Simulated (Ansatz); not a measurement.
# Electron scattering at the Σ3 (111) boundary in fcc Al, part 2 of 3

Wanted: what the Σ3 (111) boundary in fcc Al costs an interconnect.

Ansatz 0.2.0; Ansatz plane-wave DFT, PBE, PAW files; relaxation of a bicrystal slab with its lowest layers held; PAW set soft_1 (the session's first sound run).

So far. Step 2 (Relaxing the bicrystal): The largest force component on a free atom ends at 0.0025 eV/Å, under the tolerance of 0.03, after 3 steps.

## 3. Transmission across the boundary

Bulk layers of each grain are laid under and over the relaxed boundary, and a lead is named in the middle of each, away from the free faces. The mesh across the current, 26×26, is finer than the density's, because channels open and close sharply across the zone. Energies from -0.1 to 0.1 eV in steps of 0.05 eV are too few for the program's thermal sum, so it prints no conductance; for a metal the transmission near the Fermi level serves, at a fraction of the cost.

This step: Ansatz plane-wave DFT, PBE, PAW files; ballistic transport by layer matching (Landauer), zero bias; boundary relaxed in a short slab, bulk layers laid on; PAW set soft_1 (Ansatz 0.2.0).

System of this step: Σ3 (111) boundary in fcc Al. The cell holds 19 atoms: 19 Al. Cell: a = 2.862 Å, b = 2.862 Å, c = 50.089 Å, α = 90.0°, β = 90.0°, γ = 120.0°. It derives from Al. Regions: lower grain, 8 atoms (8 Al); boundary, 5 atoms (5 Al); upper grain, 6 atoms (6 Al). Vacuum lies along c.

The input, input.yaml:

```yaml
crystal:
  lattice:
    - [2.862347037, 0.0, 0.0]
    - [-1.4311735185, 2.4788652485, 0.0]
    - [0.0, 0.0, 50.089015587]
  atoms:
    - { symbol: Al, position: [-3.3333333333, -6.6666666666, 0.0798578282] }
    - { symbol: Al, position: [-3.0, -5.9999999999, 0.1265166922] }
    - { symbol: Al, position: [-2.6666666666, -5.3333333333, 0.1731755563] }
    - { symbol: Al, position: [-2.3333333333, -4.6666666666, 0.2198344204] }
    - { symbol: Al, position: [-2.0, -3.9999999999, 0.2664932844] }
    - { symbol: Al, position: [-1.6666666666, -3.3333333333, 0.3131521485] }
    - { symbol: Al, position: [-1.3333333333, -2.6666666666, 0.3598110125] }
    - { symbol: Al, position: [-1.0, -2.0, 0.4064698766] }
    - { symbol: Al, position: [0.3333333333, 0.6666666667, 0.4531287407] }
    - { symbol: Al, position: [0.6666666667, 0.3333333333, 0.4996935942] }
    - { symbol: Al, position: [0.0, 0.0, 0.5466056598] }
    - { symbol: Al, position: [0.6666666667, 0.3333333333, 0.5937988532] }
    - { symbol: Al, position: [0.3333333333, 0.6666666667, 0.6401889875] }
    - { symbol: Al, position: [-1.0, -2.0, 0.6868478515] }
    - { symbol: Al, position: [-1.3333333333, -2.6666666666, 0.7335067156] }
    - { symbol: Al, position: [-1.6666666666, -3.3333333333, 0.7801655796] }
    - { symbol: Al, position: [-2.0, -3.9999999999, 0.8268244437] }
    - { symbol: Al, position: [-2.3333333333, -4.6666666666, 0.8734833078] }
    - { symbol: Al, position: [-2.6666666666, -5.3333333333, 0.9201421718] }
kpoints:
  mp_grid: { grid: [10, 10, 1] }
hamiltonian:
  xc: pbe
  pseudopotentials: { kind: paw, azcp: { folder: soft_1 } }
scf:
  occupations: { method: fermi_dirac, width: 0.1 }
output:
  transmission:
    leads: [[5, 6], [14, 15]]
    kmesh: [26, 26]
    e_range: [-0.1, 0.1]
    de: 0.05
  write_potential: true
  write_density: true
  volumetric_format: npy
  elf: true
```

Launch:

```bash
ansatz run input.yaml --threads 8 --pin off --max-ram 15360MiB --backend cpu --events-out ev --progress --plain --runs-dir out
```

Numbers of over 12 decimals in the logs are rounded to 6 here.

The log of the run:

```text
[...]
Crystal: 19 atoms, lattice volume = 355.400 Å³
Basis set: ecut = 420 eV, 6983 PW (Γ)
Bands: 48, of which v1, the nominal top of the filled ones, is band 29 counted from 1 (28 counted from 0)
Symmetry: 6 space group operations
[...]
k-points: 14 of 100 (time reversal used)
[...]
SCF iter   1: F=—  HF=-10213.072432 eV  |F-HF|=—  |Δ(HF+E_count)|=         —  Δρ=2.25e-2  dr2=2.48e1  ethr=3.10e-3  ⟨swp⟩=10.7  Hψ=3937  notcnv=0  defer=18
[...]
SCF iter   9: F=-10211.877964 eV  HF=-10211.877964 eV  |F-HF|=6.14e-9  |Δ(HF+E_count)|=  7.28e-12  Δρ=4.14e-7  dr2=7.08e-9  ethr=1.75e-10  ⟨swp⟩=30.4  Hψ=3970  notcnv=0
SCF 1 converged in 9 iterations: F = -10211.877964 eV  dr2 = 7.08e-9
[...]
transmission: 240 of 2380 steps passed
transmission: 480 of 2380 steps passed
[...]
transmission: 2380 of 2380 steps passed
WARN: The input density's exchange-correlation potential varies sharply where the density is thin. Do not read a vacuum level from v_tot or v_xc, or from such a field of the output density. On a cell that repeats whose density bears no net charge and no dipole along the vacuum's axis use v_es (v_loc + v_h of the components); under efield.dipole_correction with no amplitude use v_es + v_field, which holds any external [...]
SCF converged after 9 iterations
Free energy (F): -10211.877964 eV
[...]
Internal energy: -10211.589921 eV  (E = F + TS)
E sigma→0 (E₀):  -10211.733942 eV
Entropy (-TS):   -0.288043 eV (-15.160 meV/atom)
Fermi energy:    6.618936 eV
[...]
--- Band table (eV; the first three rows and the last of 14) ---
  k-point 0: bands = [... 25 lower, 6.7685, 7.5231, 8.3859, 8.9892, 10.0244, 10.2086, 11.6000, 11.6493, ... 15 higher]
  k-point 1: bands = [... 25 lower, 6.9851, 7.7379, 8.5945, 9.2018, 10.2207, 10.4183, 11.7790, 11.8235, ... 15 higher]
  k-point 2: bands = [... 25 lower, 7.6001, 8.3272, 9.1021, 9.6564, 10.1859, 10.4408, 10.4832, 10.5374, ... 15 higher]
  k-point 13: bands = [... 25 lower, 4.8530, 4.9002, 4.9500, 5.0678, 5.0912, 5.2138, 5.3090, 5.4537, ... 15 higher]
--- Transmission ---
  basis      : 61 plane waves across, 34 finite elements along
  points     : 70, standing for a mesh of 26 x 26
  energies   : 5 from -0.100000 to 0.100000 eV about the Fermi level, 0.050000 eV apart; the leads are filled to 0.000000 eV, and channels, transmission and decay are at 0.000000 eV
  crystal 0  : Al1, at the sites [5, 6], period 2.3371 Å, over 23.37 Å; its Hamiltonian steps by up to 20.9 meV
    offset         : up to 0.0000 Å between an atom of the period and one for which it stands
    channels       : 1.359467e0 a spin
    conductance    : none, the energies end too early or step too widely for 300 K: set another output.transmission.e_range or a lower de, or, where they end at an eighth of basis.ecutwfc, a higher one
    slowest decay  : 0.0221 /Å at (0.3462, 0.3077)
[...]
channels       : 1.359467e0 a spin
[...]
slowest decay  : 0.0186 /Å at (0.3462, 0.3077)
  junction   : crystal 0 to crystal 1, 15.22 to 37.21 Å
    transmission   : 1.157027e0 a spin
[...]
```

Wall time 20 s (8 threads of Arm Neoverse N1, shared host); peak memory 0.96 GiB; 2.4 min of CPU time.

Numbers from this step:

```
free energy                                    : -10211.8780 eV
energy at zero smearing                        : -10211.7339 eV
Fermi energy                                   : 6.619 eV
cell area                                      : 7.095 Å²
transmission per spin nearest the Fermi level  : 1.157
open channels per spin nearest the Fermi level : 1.359
open channels per spin, upper lead             : 1.359
step of the lead's potential                   : 20.9 meV
step of the upper lead's potential             : 18.6 meV
```

Per spin. Table of transmission, zone mean by energy, zero at the Fermi level:

```
energy (eV)  transmission, zone mean
    -0.1000                     1.12
    -0.0500                     1.14
     0.0000                     1.16
     0.0500                     1.17
     0.1000                     1.19
```

Per spin. The open channels, zone mean by energy, zero at the Fermi level:

| energy (eV) | lead | upper lead |
| --- | --- | --- |
| -0.1000 | 1.32 | 1.32 |
| -0.0500 | 1.34 | 1.34 |
| 0.0000 | 1.36 | 1.36 |
| 0.0500 | 1.37 | 1.37 |
| 0.1000 | 1.37 | 1.39 |

Transmission over k1 and k2. At 0.0000 eV from the Fermi level.

Values, 12 rows by 16 columns, each cell a mean:
```
1.72 1.56 1.88 1.24 0.35 0.69 1.60 1.60 1.76 1.83 1.90 1.61 0.63 0.94 1.79 1.94
1.41 1.83 1.54 0.67 0.90 1.00 0.82 0.94 1.55 1.66 1.49 1.55 0.70 0.14 0.72 1.56
1.21 0.74 0.69 0.92 1.00 1.00 1.00 1.00 0.86 0.84 0.93 0.85 0.77 0.46 0.52 0.66
1.18 0.59 0.99 1.00 1.00 1.00 1.00 1.00 1.00 1.00 1.00 0.80 0.61 1.53 1.62 1.70
1.55 1.48 0.80 0.99 1.00 1.00 1.00 1.00 1.00 1.00 1.00 1.00 0.75 1.53 1.63 1.94
1.77 1.80 1.30 0.90 1.00 1.00 1.00 1.00 1.00 1.00 1.00 1.00 0.95 1.05 1.77 1.77
1.90 1.65 1.83 0.81 0.95 1.00 1.00 1.00 1.00 1.00 1.00 1.00 1.00 0.81 1.28 1.63
1.44 1.88 1.52 1.30 0.75 1.00 1.00 1.00 1.00 1.00 1.00 1.00 1.00 1.00 0.83 1.30
1.40 1.10 1.15 1.01 0.65 0.70 0.88 0.98 1.00 1.00 1.00 1.00 1.00 0.97 0.78 0.29
1.37 0.65 0.30 0.23 0.91 1.37 1.34 1.02 0.92 0.91 1.00 1.00 0.93 0.72 1.08 1.43
1.58 1.72 0.93 0.32 0.83 1.86 1.63 1.68 1.75 1.27 0.85 0.80 0.60 1.39 1.87 1.69
1.94 1.87 1.46 1.22 1.15 1.72 1.60 1.90 1.77 1.74 1.37 0.95 0.84 1.66 1.48 1.73
```
Columns: k1 (b1) from -0.5 to 0.462; rows upwards: k2 (b2) from -0.5 to 0.462.

Open channels over k1 and k2. At 0.0000 eV from the Fermi level.

Ten even steps from '_' (0.00) to '@' (2.00):
```
@@@@++@@@@@@++++++@@@@@@++@@@@@@@@@@@@@@++@@@@@@@@@@
@@++@@@@@@@@++++++++@@@@@@@@++@@@@@@@@@@++++@@@@@@@@
++@@@@@@@@@@++++++++++@@@@@@@@@@++@@@@++++__++++@@@@
++@@@@@@@@++++++++++++++++@@@@@@@@++@@@@++____++@@@@
@@@@@@@@++++++++++++++++++++++@@@@@@@@@@++______++@@
@@++++++++++++++++++++++++++++++++++++@@++++++++++++
@@++++++++++++++++++++++++++++++++++++++@@@@@@++@@@@
@@++++++++++++++++++++++++++++++++++++++++@@@@@@@@@@
++@@++++++++++++++++++++++++++++++++++++++@@++@@@@@@
++@@@@++++++++++++++++++++++++++++++++++++@@@@++@@@@
@@@@@@@@++++++++++++++++++++++++++++++++++@@@@@@@@@@
@@++@@@@++++++++++++++++++++++++++++++++++++@@@@++@@
@@@@@@@@@@++++++++++++++++++++++++++++++++++@@@@@@@@
@@@@++@@@@++++++++++++++++++++++++++++++++++++@@@@++
@@@@@@@@@@@@++++++++++++++++++++++++++++++++++@@@@@@
++@@@@++@@@@++++++++++++++++++++++++++++++++++++@@@@
++@@@@@@++@@++++++++++++++++++++++++++++++++++++++@@
@@@@@@@@@@@@++++++++++++++++++++++++++++++++++++++++
@@@@@@++@@@@@@++++++++++++++++++++++++++++++++++++++
@@++++++++++++@@++++++++++++++++++++++++++++++++++++
@@@@++______++@@@@@@@@@@++++++++++++++++++++++@@@@@@
++@@@@++____++@@@@++@@@@@@@@++++++++++++++++@@@@@@@@
++@@@@++++__++++@@@@++@@@@@@@@@@++++++++++@@@@@@@@@@
@@@@@@@@@@++++@@@@@@@@@@++@@@@@@@@++++++++@@@@@@@@++
@@@@@@@@@@@@++@@@@@@@@@@@@@@++@@@@@@++++++@@@@@@++@@
@@@@@@++++@@@@@@@@++++@@@@@@@@@@++++@@@@@@@@++++@@@@
```
Columns: k1 (b1) from -0.5 to 0.462; rows upwards: k2 (b2) from -0.5 to 0.462.

Electrostatic potential energy in the ca plane at fractional y = 0.333, with atoms of Al within 0.2 Å of it. With pseudopotentials it is smooth inside the atoms' cores, unlike the true potential.

Values in eV, 5 rows by 16 columns, each cell a mean:
```
 4  5 -6 -4  5  5  7  4  5 -6 -3  5  5  9 11 11
 7  5  1 -1  7  7  9  7  4  3 -2  7  8 10 11 11
 4  5 -6 -4  5  5  7  4  5 -6 -3  5  5  9 11 11
-5  4  3  5  2 -3  4 -5  5  3  5  1 -2  8 10 11
-5  4  3  5  2 -3  4 -5  5  3  5  1 -2  8 10 11
```
Columns run along c (16.0 Å, from fractional 0.68 to 1.00 of the cell; values clipped at the 3rd and 97th percentile), rows up along a (2.9 Å). Atoms in or near the plane, at fractional coordinates: Al at (0.73, 0.67), Al at (0.87, 0.67).

ELF in the ca plane at fractional y = 0.333, with atoms of Al within 0.2 Å of it. It is the smooth field of the valence electrons, not physical close to the nuclei.

Ten even steps from '0' (0.00) to '9' (0.74), each cell a mean:
```
78877764467778875557887776446877899864200000
67878721137878764346777883113776788753100000
57778714327877753235777872442786777653100000
67878731147778764346787783114777788753100000
78877765577778876567887777557777899874200000
77776678876677787778777667887666789985210000
76666678876666788888666667777666689985310000
77776678876677777778777667887767789985210000
```
Columns run along c (16.0 Å, from fractional 0.68 to 1.00 of the cell), rows up along a (2.9 Å). Atoms in or near the plane, at fractional coordinates: Al at (0.73, 0.67), Al at (0.87, 0.67).

Valence density in the ca plane at fractional y = 0.333, with atoms of Al within 0.2 Å of it. It is the smooth field of the valence electrons, not physical close to the nuclei.

Ten even steps from '0' (0.00 e/Å³) to '9' (0.21 e/Å³), each cell a mean:
```
89998997799899987778999899779988998631000000
78989963479989876567898997447998887531000000
78889952369988875557888996336998887531000000
89989974479989876667898997447998997531000000
99998998899899997779999899889988998631000000
99988899988889999899998888999888999741000000
99987789987789999999998878998778999741000000
99988899998899999899998889999888999641000000
```
Columns run along c (16.0 Å, from fractional 0.68 to 1.00 of the cell), rows up along a (2.9 Å). Atoms in or near the plane, at fractional coordinates: Al at (0.73, 0.67), Al at (0.87, 0.67).

Over the solved energies the transmission per spin lies between 1.12 and 1.19, out of 1.35 channels of the lead on average (up to 1.37).

## 4. Specific resistance

This step: Ansatz plane-wave DFT, PBE, PAW files; ballistic transport by layer matching (Landauer), zero bias; specific resistance of the boundary; PAW set soft_1 (Ansatz 0.2.0).

Numbers from this step:

```
area resistance                      : 0.1172 fΩ m²
T over the leads' mean channel count : 0.8523
```

Averaged over the energies near the Fermi level, 85.2 % of the channels pass, which makes 0.117 fΩ m².

By hand, with T and the leads' channels N averaged over the energies near the Fermi level: RA = A (h/2e²)(1/T − ½[1/N₁ + 1/N₂]) = 7.095×10⁻²⁰ m² × 12 906 Ω × (1/1.154 − ½[1/1.352 + 1/1.356]) = 0.117 fΩ m².

[end of part 2 of 3]

[Logs are printed without paths, hosts, clocks, repeated set-up lines and the standing remarks that a program may print on its own settings, such as how far it seeks lower states.]

[Hosts, paths, dates, database ids (printed as entryN), source tags and the programs' standing remarks are cut or masked in the printed files.]
